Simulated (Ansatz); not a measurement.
Consider WI2 (1T sheet).

The cell holds 3 atoms: 1 W and 2 I. Its edges and angles: a = 4.018 Å, b = 4.018 Å, c = 30.818 Å, α = 90.0°, β = 90.0°, γ = 120.0°. Vacuum lies along c.

```xyz
3
Lattice="0.0000 2.8410 2.8410 2.8410 -2.8410 0.0000 17.7930 17.7930 -17.7930" Properties=species:S:1:pos:R:3
W     5.6318    5.6318   -5.6318
I     8.3705    5.5296   -5.5296
I     5.7341    5.7341   -2.8931
```

The structure was relaxed with PBEsol. The structure was generated from a model, not taken from a measurement. The runs that relaxed it are not among those shown. The program's search for lower electronic states was switched off, so nothing shows that the state found is the lowest. Spin-orbit coupling is left out unless a run names it. PAW set soft_2, made with PBE.

A constrained-RPA run (Ansatz 0.2.0; non-magnetic PBEsol; W t2g, bands v2 to c1, 6×6×1 mesh, medium accuracy) builds 3 functions on bands 1.7 eV wide, with 4.0 electrons in the window. The bare on-site interaction is 9.4 eV and the bare J 0.34 eV.

Q: Estimate U, U′ and J.

On the W t2g shell, U = 2.49 eV (26 % of the bare value), U′ = 2.00 eV, J = 0.22 eV.

The parent state is non-magnetic and the interaction static (zero frequency); U depends on the window and the orbitals, so it belongs to this model alone. Spin-orbit coupling, which is strong for atoms this heavy, is left out.

[Paths, hosts, dates, memory and timing lines, banners, echoed tables and standing remarks are left out of the program output.]

[Logs are printed without paths, hosts, clocks, repeated set-up lines and the standing remarks that a program may print on its own settings, such as how far it seeks lower states.]

[Runs of the session that timed out or met a known fault of the program may be left out.]

[Hosts, paths, dates, database ids (printed as entryN), source tags and the programs' standing remarks are cut or masked in the printed files.]
